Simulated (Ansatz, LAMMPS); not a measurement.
# Static equation of state of 47In2O3-53ZnO (mol %) with crystalline order left by the classical run (65 atoms)

Density of this cell: 6.44 g/cm³. The cell holds 65 atoms: 18 In, 10 Zn and 37 O. Its edges and angles: a = 9.658 Å, b = 9.669 Å, c = 9.167 Å, α = 89.6°, β = 91.4°, γ = 93.2°. The starting structure: 65 atoms (18 Sc, 10 Zn, 37 O) placed at random at 4.13 g/cm³, melted at 5000 K for 10 ps at fixed volume with the Morse and Coulomb pair potential with partial charges (Pedone, Malavasi, Menziani, Cormack and Segre, J. Phys. Chem. B 110, 11780 (2006)). Quenched from 5000 K to 300 K at 1000 K/ps and fixed volume, held 10 ps at zero pressure, then minimised at fixed cell. Then Sc was replaced by In and the cell scaled by 1.027 (the potential has no terms for the new elements, so the cell is a start for a DFT relaxation).

Calculated with Ansatz 0.2.0: Kohn-Sham DFT, PBE, PAW (set soft_1), plane waves; cutoff 420 eV, k-mesh 2×2×2, gaussian smearing of 0.05 eV. Cell and atoms were relaxed first, to V0 = 13.145 Å³ an atom at a residual P0 = -0.007 GPa. The cell was then scaled evenly, and the atoms were relaxed at each volume.

```
volume (Å³/atom)  pressure (GPa)
          11.831               ?
          12.357           6.719
          12.751           3.280
          13.540          -2.800
          13.934          -3.249
```

**Question.** Fit the third-order Birch–Murnaghan equation to the rows given and extrapolate to the withheld row.

Worked fit:

Take the Eulerian strain f = ½[(V0/V)^(2/3) − 1] and the normalised pressure F = (P − P0) / [3f(1 + 2f)^(5/2)]. The third-order Birch–Murnaghan equation is then the line F = B0 + (3/2)B0(B′ − 4) f, so u = f and v = F.

```
      u = f  v = F (GPa)
  0.0210564      96.0310
  0.0102569      101.534
-0.00975617      100.261
 -0.0190508      62.5224
```

With n = 4: mean u = 6.2659e-4, mean v = 90.0871, Σ(u − ū)² = 0.0010051, Σ(u − ū)(v − v̄) = 0.66844. Slope b = 0.66844 / 0.0010051 = 665.04; intercept a = v̄ − b ū = 89.670.

So B0 = a = 89.7 GPa and B′ = 4 + 2b/(3a) = 8.94. At the withheld volume f = 0.03638, F = a + b f = 113.9 GPa, and P = P0 + 3f(1 + 2f)^(5/2) F.

Prediction at 11.831: 14.81 GPa. The run gave 12.94 GPa, so the fit is high by 1.9 GPa (14 % of the value).

The series isn't one smooth equation of state: even a line fitted to all rows, the withheld one included, misses F by up to 27.3 %, the count of bonds changes along the series and an atom moves over 0.5 Å in some relaxation. B0 and B′ are then only the numbers of this fit, not moduli of the material. Among the rows given, the largest miss of the fit is at 13.934, by 0.75 GPa (4.6 % of the range of the table).

Limits: Static cells at zero temperature; the cell shape is held. The program notes that the SCF threshold of these relaxations is loose for the stress. The quench rate of 1000 K/ps is many orders above laboratory rates, so the cell is likely richer in defects and strain than a real sample. The network of bonds at the start is that of the classical potential that made the cell, and needn't be the one that DFT or experiment would give.

[Logs are printed without paths, hosts, clocks, repeated set-up lines and the standing remarks that a program may print on its own settings, such as how far it seeks lower states.]

[Hosts, paths, dates, database ids (printed as entryN), source tags and the programs' standing remarks are cut or masked in the printed files.]
